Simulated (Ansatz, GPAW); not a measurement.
# Screening of a field by Nb2N(OH)2 MXene monolayer

Aim: the dipole that a field along the normal induces in Nb2N(OH)2 MXene monolayer.

Program: GPAW 26.7.0 and Ansatz 0.2.0. Level of theory: Ansatz plane waves; layer without images along its normal, relaxation of atoms and in-plane cell; PAW set soft_1, in the first sound run; inputs show where later runs differ. Results are calculated unless marked as measured.

## 1. Starting point

The cell holds 7 atoms: 2 H, 2 O, 2 Nb and 1 N. Cell: a = 3.079 Å, b = 3.079 Å, c = 24.758 Å, α = 90.0°, β = 90.0°, γ = 120.0°. Vacuum lies along c.

## 2. Relaxation

Forces are removed first; all later runs use this geometry.

Input file input.yaml:

```yaml
crystal:
  lattice:
    - [3.079076, 0.0, 0.0]
    - [-1.539538, 2.6665580362, 0.0]
    - [0.0, 0.0, 24.7581836167]
  atoms:
    - { symbol: H, position: [0.3333333333, 0.6666666667, 0.3635161666] }
    - { symbol: O, position: [0.3333333333, 0.6666666667, 0.403099038] }
    - { symbol: Nb, position: [0.6666666667, 0.3333333333, 0.450928494], spin: 1.0 }
    - { symbol: "N", position: [0.0, 0.0, 0.5] }
    - { symbol: Nb, position: [0.3333333333, 0.6666666667, 0.549071506], spin: 1.0 }
    - { symbol: O, position: [0.6666666667, 0.3333333333, 0.596900962] }
    - { symbol: H, position: [0.6666666667, 0.3333333333, 0.6364838334] }
  periodic: [true, true, false]
magnetization:
  spin_polarized: true
kpoints:
  mp_grid: { grid: [12, 12, 1] }
hamiltonian:
  xc: pbe
  pseudopotentials: { kind: paw, azcp: { folder: soft_1 } }
scf:
  occupations: { method: fermi_dirac, width: 0.05 }
relax:
  f_tol: 0.01
  max_steps: 90
  cell: {}
```

Run with:

```sh
ansatz run input.yaml --threads 4 --pin off --max-ram 8192MiB --backend cpu --events-out ev --progress --plain --runs-dir out
```

Numbers of over 12 decimals in the logs are rounded to 6 here.

Output:

```text
Warning: crystal.periodic: the lattice vector that does not repeat stood 0.000° off the slab's normal, 24.758 Å along it as the deck builds it. The run solves the slab on a vector along the normal, 37.316 Å long, with every atom where it was (on the deck's vector they left 18.00 Å outside them, and the widest stretch free of ions among them is 1.21 Å). A fractional position that the run reports is one of the run's ce [...]
crystal.periodic: the lattice vector that does not repeat stood 0.000° off the slab's normal, 24.758 Å along it as the deck builds it. The run solves the slab on a vector along the normal, 37.316 Å long, with every atom where it was (on the deck's vector they left 18.00 Å outside them, and the widest stretch free of ions among them is 1.21 Å). A fractional position that the run reports is one of the run's cell, which [...]
Engine: ansatz 0.2.0, aarch64-unknown-linux-gnu
Pseudopotentials: kind: paw
Pseudopotential: H, paw, valence charge 1, recommended cutoff 420 eV (normal), soft_1/H.paw.azcp
Pseudopotential: O, paw, valence charge 6, recommended cutoff 420 eV (normal), soft_1/O.paw.azcp
Pseudopotential: Nb, paw, valence charge 13, recommended cutoff 420 eV (normal), soft_1/Nb.paw.azcp
Pseudopotential: N, paw, valence charge 5, recommended cutoff 420 eV (normal), soft_1/N.paw.azcp
Functional definition: PBE
  parameter kappa = 0.804
  parameter beta = 0.066725
  exchange = pbe_x(kappa = kappa, mu = beta*pi^2/3)
  correlation = pbe_c(beta = beta)
Crystal: 7 atoms, lattice volume = 306.387 Å³
Basis set: ecut = 420 eV, 5957 PW (Γ), exchange–correlation on 48×48×500 points (8 copies of the dense FFT grid, shifted against one another)
Bands: 31, of which v1, the nominal top of the filled ones, is band 23 counted from 1 (22 counted from 0)
Symmetry: 12 space group operations
Space group: P-3m1 (ITA 164), of the structure as read, at distance tolerance 6.7e-5 Å
Magnetic group: BNS 164.85 (UNI 1315), of the structure as read, at distance tolerance 6.7e-5 Å
k-points: 19 of 144
Non-local potential: H, projectors of the file, l = 0: 2, l = 1: 1
Non-local potential: O, projectors of the file, l = 0: 2, l = 1: 2, l = 2: 1
Non-local potential: Nb, projectors of the file, l = 0: 3, l = 1: 2, l = 2: 2, l = 3: 1
Non-local potential: N, projectors of the file, l = 0: 2, l = 1: 2, l = 2: 1
PAW form: soft (Blöchl's): semilocal exchange-correlation on the pseudo side does not see the compensation charge
PAW one-centre angular grid: H, 110 points (default); XC on 64 Gauss nodes
PAW one-centre angular grid: O, 110 points (default); XC on 64 Gauss nodes
PAW one-centre angular grid: Nb, 590 points (default); XC on 64 Gauss nodes
PAW one-centre angular grid: N, 110 points (default); XC on 64 Gauss nodes
Initial density: superposition of atomic densities (neutral atoms: chi_scale 0, normalization atom)
Starting moments: Σ|m| = 2 μB on 2 of 7 sites
Initial wavefunctions: pseudopotential atomic-orbital guess
Functional: x = pbe(κ = 0.804, μ = 0.219515), c = pbe(β = 0.066725)
SCF iter   1: F=—  HF=-10664.412517 eV  |F-HF|=—  |Δ(HF+E_count)|=         —  Δρ=4.37e-2 (↑4.37e-2 ↓4.09e-2)  dr2=3.09e1  dr2_m=9.27e-2  M=1.042 μB ∫|m|=1.074 μB  β_m=0.30  ethr=3.10e-3  ⟨swp⟩=14.6  Hψ=9349  notcnv=0  defer=1
Mixer restart at iter 1: flushing history
preconditioner: auto → LDOS  [metal: Δε(μ)=0.028 eV  Ē_g=11.535 eV  σ=0.050 eV  W_gap=0.14  n_scr=22 (ndim 8)  ℏωp=10.6 eV  f_vac=0.751  D(μ)=2.40/eV (n_scr^D=14)]
spin=Collinear: LDOS preconditioning applied to the charge; magnetization (m = ρ↑ − ρ↓) channel mixes plain (no charge-response kernel on spin).
SCF iter   2: F=—  HF=-10659.227128 eV  |F-HF|=—  |Δ(HF+E_count)|=    5.19e0  Δρ=2.64e-2 (↑2.64e-2 ↓2.41e-2)  dr2=1.19e1  dr2_m=4.55e-2  M=1.057 μB ∫|m|=1.087 μB  β_m=0.47  ethr=3.10e-3  ⟨swp⟩=4.7  Hψ=3383  notcnv=0  defer=54
SCF iter   3: F=—  HF=-10657.435473 eV  |F-HF|=—  |Δ(HF+E_count)|=    1.79e0  Δρ=1.12e-2 (↑1.12e-2 ↓7.65e-3)  dr2=8.60e0  dr2_m=3.01e-2  M=0.625 μB ∫|m|=0.681 μB  β_m=0.63  ethr=3.10e-3  ⟨swp⟩=7.1  Hψ=4085  notcnv=0  defer=64
SCF iter   4: F=—  HF=-10657.143801 eV  |F-HF|=—  |Δ(HF+E_count)|=   2.92e-1  Δρ=5.58e-3 (↑5.58e-3 ↓3.66e-3)  dr2=2.08e0  dr2_m=1.18e-2  M=0.623 μB ∫|m|=0.662 μB  β_m=0.76  ethr=3.10e-3  ⟨swp⟩=5.3  Hψ=2608  notcnv=0  defer=47
SCF iter   5: F=—  HF=-10657.097979 eV  |F-HF|=—  |Δ(HF+E_count)|=   4.58e-2  Δρ=2.50e-3 (↑2.50e-3 ↓1.18e-3)  dr2=4.40e-1  dr2_m=5.66e-3  M=0.525 μB ∫|m|=0.554 μB  β_m=0.88  ethr=3.10e-3  ⟨swp⟩=4.2  Hψ=2304  notcnv=0  defer=47
SCF iter   6: F=—  HF=-10657.084401 eV  |F-HF|=—  |Δ(HF+E_count)|=   1.36e-2  Δρ=1.25e-3 (↑1.25e-3 ↓8.37e-4)  dr2=4.42e-2  dr2_m=2.85e-3  M=0.363 μB ∫|m|=0.384 μB  β_m=0.94  ethr=9.78e-4  ⟨swp⟩=4.8  Hψ=2622  notcnv=0  defer=47
SCF iter   7: F=—  HF=-10657.099285 eV  |F-HF|=—  |Δ(HF+E_count)|=         —  Δρ=6.55e-4 (↑5.21e-4 ↓6.55e-4)  dr2=2.62e-3  dr2_m=8.48e-4  M=0.055 μB ∫|m|=0.062 μB  β_m=0.94  ethr=9.82e-5  ⟨swp⟩=5.1  Hψ=2764  notcnv=0  defer=47
SCF iter   8: F=—  HF=-10657.101118 eV  |F-HF|=—  |Δ(HF+E_count)|=   1.83e-3  Δρ=2.69e-4 (↑2.69e-4 ↓1.41e-4)  dr2=6.79e-3  dr2_m=4.76e-5  M=-0.001 μB ∫|m|=0.004 μB  β_m=0.94  ethr=5.83e-6  ⟨swp⟩=4.2  Hψ=2915  notcnv=0  defer=49
SCF iter   9: F=—  HF=-10657.100905 eV  |F-HF|=—  |Δ(HF+E_count)|=   2.14e-4  Δρ=1.48e-4 (↑8.21e-5 ↓1.48e-4)  dr2=5.90e-4  dr2_m=3.17e-5  M=0.009 μB ∫|m|=0.010 μB  β_m=0.88  ethr=5.83e-6  ⟨swp⟩=2.6  Hψ=1575  notcnv=0  defer=47
SCF iter  10: F=—  HF=-10657.100897 eV  |F-HF|=—  |Δ(HF+E_count)|=   8.17e-6  Δρ=3.25e-5 (↑2.19e-5 ↓3.25e-5)  dr2=1.48e-4  dr2_m=3.40e-7  M=0.001 μB ∫|m|=0.002 μB  β_m=0.94  ethr=1.31e-6  ⟨swp⟩=2.4  Hψ=1685  notcnv=0  defer=46
SCF iter  11: F=—  HF=-10657.100888 eV  |F-HF|=—  |Δ(HF+E_count)|=   8.50e-6  Δρ=1.97e-5 (↑1.97e-5 ↓1.30e-5)  dr2=3.16e-6  dr2_m=4.90e-7  M=0.001 μB ∫|m|=0.002 μB  β_m=0.97  ethr=3.30e-7  ⟨swp⟩=2.7  Hψ=1719  notcnv=0  defer=46
SCF iter  12: F=—  HF=-10657.100924 eV  |F-HF|=—  |Δ(HF+E_count)|=   3.60e-5  Δρ=7.84e-6 (↑7.84e-6 ↓7.78e-6)  dr2=7.99e-7  dr2_m=9.72e-8  M=0.001 μB ∫|m|=0.001 μB  β_m=0.95  ethr=7.02e-9  ⟨swp⟩=3.6  Hψ=2601  notcnv=0  defer=46
SCF iter  13: F=—  HF=-10657.100924 eV  |F-HF|=—  |Δ(HF+E_count)|=   3.83e-7  Δρ=3.15e-6 (↑3.15e-6 ↓2.75e-6)  dr2=1.68e-7  dr2_m=2.56e-9  M=0.000 μB ∫|m|=0.000 μB  β_m=0.87  ethr=1.78e-9  ⟨swp⟩=3.5  Hψ=2513  notcnv=0  defer=46
SCF iter  14: F=—  HF=-10657.100924 eV  |F-HF|=—  |Δ(HF+E_count)|=   4.24e-8  Δρ=1.25e-6 (↑1.25e-6 ↓1.23e-6)  dr2=1.74e-8  dr2_m=1.94e-9  M=0.000 μB ∫|m|=0.000 μB  β_m=0.83  ethr=3.74e-10  ⟨swp⟩=3.7  Hψ=2592  notcnv=0  defer=46
[...]
relax step  11: F+E_penalty+E_count = -10658.09462527 eV  Δ(F+E_penalty+E_count) = +1.798e-5 eV  max|allowed force component| = 5.624e-4 eV/Å  Δτ_max = 0.0005 Å  P = -0.000 N/m  Ω = 345.792 Å³  energy of the carried Pulay correction = -1.102e-3 eV  fix = [c, alpha, beta]  reactions: c -0.000 N/m  (6 SCF iters, dr2 threshold 7.41e-9 eV, accepted)
iter 1 solved again at ethr=1.16e-7 eV; its pass at ethr=3.10e-3 eV (dr2=5.20e-5 eV) is discarded
SCF iter   1: F=—  HF=-10658.094511 eV  |F-HF|=—  |Δ(HF+E_count)|=         —  Δρ=2.29e-5 (↑2.29e-5 ↓2.29e-5)  dr2=4.78e-6  dr2_m=4.13e-11  M=-0.000 μB ∫|m|=0.000 μB  β_m=0.65  ethr=1.16e-7  ⟨swp⟩=7.1  Hψ=14432  notcnv=0
preconditioner: auto → Resta (q_TF=auto, 1.942 Å⁻¹)  ε∞=1.9  [insulator: Δε(μ)=0.113 eV  Ē_g=11.083 eV  σ=0.050 eV  W_gap=0.51  n_scr=22 (ndim 8)  ℏωp=10.8 eV  f_vac=0.769  D(μ)=2.36/eV (n_scr^D=12)  ε∞_Penn≈1.9  vacuum switching on, ρ_ref=8.9e-3 e/Å³]
spin=Collinear: Resta preconditioning applied to the charge; magnetization (m = ρ↑ − ρ↓) channel mixes plain (no charge-response kernel on spin).
SCF iter   2: F=—  HF=-10658.095355 eV  |F-HF|=—  |Δ(HF+E_count)|=   8.44e-4  Δρ=1.00e-5 (↑1.00e-5 ↓1.00e-5)  dr2=2.42e-6  dr2_m=9.03e-12  M=-0.000 μB ∫|m|=0.000 μB  β_m=0.38  ethr=1.06e-8  ⟨swp⟩=4.1  Hψ=2324  notcnv=0
SCF iter   3: F=—  HF=-10658.095343 eV  |F-HF|=—  |Δ(HF+E_count)|=   1.19e-5  Δρ=8.08e-6 (↑8.08e-6 ↓8.08e-6)  dr2=4.46e-7  dr2_m=8.42e-12  M=-0.000 μB ∫|m|=0.000 μB  β_m=0.34  ethr=5.38e-9  ⟨swp⟩=2.7  Hψ=1769  notcnv=0
SCF iter   4: F=—  HF=-10658.095438 eV  |F-HF|=—  |Δ(HF+E_count)|=   9.51e-5  Δρ=6.83e-6 (↑6.83e-6 ↓6.82e-6)  dr2=2.26e-7  dr2_m=6.36e-12  M=-0.000 μB ∫|m|=0.000 μB  β_m=0.67  ethr=9.90e-10  ⟨swp⟩=3.0  Hψ=1587  notcnv=0
SCF iter   5: F=—  HF=-10658.095708 eV  |F-HF|=—  |Δ(HF+E_count)|=   2.69e-4  Δρ=2.95e-6 (↑2.95e-6 ↓2.94e-6)  dr2=2.89e-7  dr2_m=1.24e-12  M=-0.000 μB ∫|m|=0.000 μB  β_m=0.77  ethr=5.02e-10  ⟨swp⟩=4.0  Hψ=2191  notcnv=0
SCF iter   6: F=—  HF=-10658.095760 eV  |F-HF|=—  |Δ(HF+E_count)|=   5.22e-5  Δρ=1.37e-6 (↑1.37e-6 ↓1.36e-6)  dr2=5.63e-8  dr2_m=2.79e-13  M=-0.000 μB ∫|m|=0.000 μB  β_m=0.75  ethr=5.02e-10  ⟨swp⟩=2.9  Hψ=1678  notcnv=0
SCF iter   7: F=—  HF=-10658.095767 eV  |F-HF|=—  |Δ(HF+E_count)|=   6.99e-6  Δρ=6.56e-7 (↑6.47e-7 ↓6.56e-7)  dr2=7.08e-9  dr2_m=1.69e-13  M=-0.000 μB ∫|m|=0.000 μB  β_m=0.65  ethr=1.25e-10  ⟨swp⟩=2.8  Hψ=1926  notcnv=0
SCF iter   8: F=—  HF=-10658.095769 eV  |F-HF|=—  |Δ(HF+E_count)|=   2.19e-6  Δρ=1.37e-7 (↑1.36e-7 ↓1.37e-7)  dr2=4.04e-10  dr2_m=3.18e-14  M=-0.000 μB ∫|m|=0.000 μB  β_m=0.82  ethr=1.57e-11  ⟨swp⟩=3.4  Hψ=2154  notcnv=0
SCF iter   9: F=—  HF=-10658.095783 eV  |F-HF|=—  |Δ(HF+E_count)|=   1.45e-5  Δρ=1.03e-7 (↑1.02e-7 ↓1.03e-7)  dr2=2.38e-9  dr2_m=8.64e-15  M=-0.000 μB ∫|m|=0.000 μB  β_m=0.82  ethr=1.00e-12  ⟨swp⟩=4.9  Hψ=2667  notcnv=0
SCF iter  10: F=—  HF=-10658.095783 eV  |F-HF|=—  |Δ(HF+E_count)|=   4.75e-8  Δρ=7.04e-8 (↑6.99e-8 ↓7.04e-8)  dr2=3.20e-10  dr2_m=1.78e-15  M=-0.000 μB ∫|m|=0.000 μB  β_m=0.75  ethr=1.00e-12  ⟨swp⟩=3.1  Hψ=1819  notcnv=0
SCF iter  11: F=—  HF=-10658.095783 eV  |F-HF|=—  |Δ(HF+E_count)|=   7.22e-8  Δρ=1.45e-8 (↑1.45e-8 ↓1.41e-8)  dr2=2.69e-11  dr2_m=2.77e-15  M=-0.000 μB ∫|m|=0.000 μB  β_m=0.87  ethr=1.00e-12  ⟨swp⟩=2.5  Hψ=1470  notcnv=0
SCF iter  12: F=-10658.095783 eV  HF=-10658.095783 eV  |F-HF|=1.05e-9  |Δ(HF+E_count)|=   1.81e-9  Δρ=7.01e-9 (↑7.01e-9 ↓6.44e-9)  dr2=1.37e-12  dr2_m=5.96e-16  M=-0.000 μB ∫|m|=0.000 μB  ethr=1.00e-12  ⟨swp⟩=7.3  Hψ=6624  notcnv=0
the starting moments were not kept: the SCF closed with an absolute magnetisation of 1.4e-7 μB, where they sum to 2 μB in size (2 sites). That is at most 0.1 of that sum. Measured as dr2_m measures the in/out step, that magnetisation stands 6.9e-16 eV from none, at or under the dr2_threshold of 2.5e-11 eV: it is no larger than a step whose dr2_m would equal this threshold.
SCF 12 converged in 12 iterations: F = -10658.095783 eV  dr2 = 1.37e-12
relax step  12: F+E_penalty+E_count = -10658.09578339 eV  Δ(F+E_penalty+E_count) = -1.158e-3 eV  max|allowed force component| = 3.072e-4 eV/Å  Δτ_max = 0.0000 Å  P = +0.007 N/m  Ω = 345.792 Å³  fix = [c, alpha, beta]  reactions: c +0.000 N/m  stress off target by 7.17e-3 N/m on what of the cell is left free  SCF on the basis re-selected at this cell (its energy is not comparable with the rows above)  (12 SCF iters)
basis re-selected at this cell: Δ(F+E_penalty+E_count) = -1.158e-3 eV, ΔP = +0.007 N/m vs the last step (what re-selecting the basis moved, of the pressure what is left beyond the Pulay correction that the steps carried, after the strain that the cell walked since its last selection, with what the two solves' SCF thresholds leave and, on support functions, any second-order correction that the steps lacked; it is no m [...]
SCF converged after 12 iterations
Magnetization: -0.0000 μB (22.5000 up, 22.5000 down)
Absolute magnetization: 0.0000 μB (∫|ρ↑−ρ↓|, with the PAW one-centre terms)
Spin contamination: 0.0000 ħ² per cell (⟨S²⟩ above its minimum at these occupations)
Per-site moments (μB) at R_I (Å): [(-1.4148630832563004e-9, 0.402562), (-8.866480021460553e-11, 0.402562), (-3.1596946607884305e-9, 0.888587), (-4.277675358179203e-9, 0.888587), (-3.1596948511854377e-9, 0.888587), (-8.866472116028734e-11, 0.402562), (-1.4148630652115497e-9, 0.402562)]
Free energy (F): -10658.095783 eV
Harris-Foulkes:  -10658.095783 eV  (|F-HF|=1.05e-9)
Internal energy: -10658.075683 eV  (E = F + TS)
E sigma→0 (E₀):  -10658.085733 eV
Entropy (-TS):   -0.020100 eV (-2.871 meV/atom)
Fermi energy:    -2.364467 eV
--- Per-component energies (eV) ---
  E_band       = -979.842550
  E_kinetic    = 1241.924956
  E_local      = -149006.994699  (includes V_loc(G=0)·N_el)
  E_nonlocal   = 331.386343
  E_hartree    = 73739.588478
  E_xc         = -551.202346
  E_vxc        = -681.561516  (∫ρ·V_xc dr)
  E_paw        = -6619.470528  (= ΣΔE_a)
  E_vpaw       = -343.774786  (= ΣTr[D̂ρ^β])
  E_aug_tail   = 0.000534  (compensation charges beyond the density's cutoff)
  E_ewald      = 70206.691577
  E_smearing   = -0.020100  (= −TS)
  E_closure    = 0.000000  (closes the sum)
  Σ components = -10658.095783   (vs F -10658.095783, Δ=0.00e0)
--- Forces (eV/Å), atoms counted from 1 ---
  atom   1  H     -0.00000000    -0.00000000    -0.00030721
  atom   2  O      0.00000000    -0.00000000     0.00029552
  atom   3  Nb    -0.00000000     0.00000000     0.00024687
  atom   4  N      0.00000000     0.00000000     0.00000000
  atom   5  Nb    -0.00000000    -0.00000000    -0.00024687
  atom   6  O      0.00000000     0.00000000    -0.00029552
  atom   7  H     -0.00000000     0.00000000     0.00030721
  max |Σ_I F_I| component: 9.25e-18 eV/Å
--- 2D stress c σ (N/m, compression-positive) ---
        0.007171       0.000000      -0.000000
       -0.000000       0.007171       0.000000
       -0.000000       0.000000       0.000000
  P = ½ c Tr σ = 0.0072 N/m
--- Relaxed structure (10 steps of the walk, 10 accepted, 2 SCFs on fresh bases) ---
  F+E_penalty+E_count = -10658.09578339 eV   max|allowed force component| = 3.072e-4 eV/Å   (the final SCF, on the basis selected at the relaxed cell)
  cell:  # Å, volume = 345.7922 Å³
    - [3.271091, 0, 0]
    - [-1.635545, 2.832848, 0]
    - [0, 0, 37.316367]
  atoms:
    - { symbol: H, position: [0.333333, 0.666667, 0.242831] }
    - { symbol: O, position: [0.333333, 0.666667, 0.268983] }
    - { symbol: Nb, position: [0.666667, 0.333333, 0.303966] }
    - { symbol: N, position: [0, 0, 0.331734] }
    - { symbol: Nb, position: [0.333333, 0.666667, 0.359501] }
    - { symbol: O, position: [0.666667, 0.333333, 0.394484] }
    - { symbol: H, position: [0.666667, 0.333333, 0.420636] }
```

Run time: 81 s. Hardware: 4 threads of Arm Neoverse V2, shared host; peak memory 0.88 GiB.

The steps of the relaxation:

```csv
step,energy less that of the first step (eV),largest force component (eV/Å),volume (Å³)
1,0.0000,2.6559,306.39
2,-0.5294,0.5243,312.57
3,-0.6353,1.6368,319.32
4,-0.8714,1.3795,344.43
5,-0.9503,0.2865,343.02
6,-0.9536,0.0805,342.48
7,-0.9537,0.0051,343.51
8*,-0.9934,0.0093,343.51
9,-0.9939,0.0094,345.15
10,-0.9937,0.0109,345.75
11,-0.9937,0.0006,345.79
12*,-0.9949,0.0003,345.79
```

Relaxation steps marked * repeat the geometry before them on a plane-wave basis chosen anew for their cell, so energy and pressure can jump there.

The run keeps the 12 symmetry operations that it works with, so distortions that break them were not tested.

| cell as run | before | after | change |
| --- | --- | --- | --- |
| a (Å) | 3.079 | 3.271 | +6.2 % |
| b (Å) | 3.079 | 3.271 | +6.2 % |

The atoms that moved most (Å, along periodic axes as changes of fractional coordinates times the final cell, across vacuum about the mean position):

```
atom     dx     dy      dz  length
 Nb3  0.000  0.000   0.179   0.179
 Nb5  0.000  0.000  -0.179   0.179
  H7  0.000  0.000  -0.062   0.062
  H1  0.000  0.000   0.062   0.062
  O2  0.000  0.000   0.057   0.057
  O6  0.000  0.000  -0.057   0.057
```

Numbers from this step:

| Item | Value |
| --- | --- |
| free energy | -10658.0958 eV |
| smearing term TS | 0.02010 eV |
| symmetry operations | 12 |

The relaxation lowered the energy of the cell by 0.995 eV.

(Part 1 of 3 ends here.)

[Logs are printed without paths, hosts, clocks, repeated set-up lines and the standing remarks that a program may print on its own settings, such as how far it seeks lower states.]

[Hosts, paths, dates, database ids (printed as entryN), source tags and the programs' standing remarks are cut or masked in the printed files.]
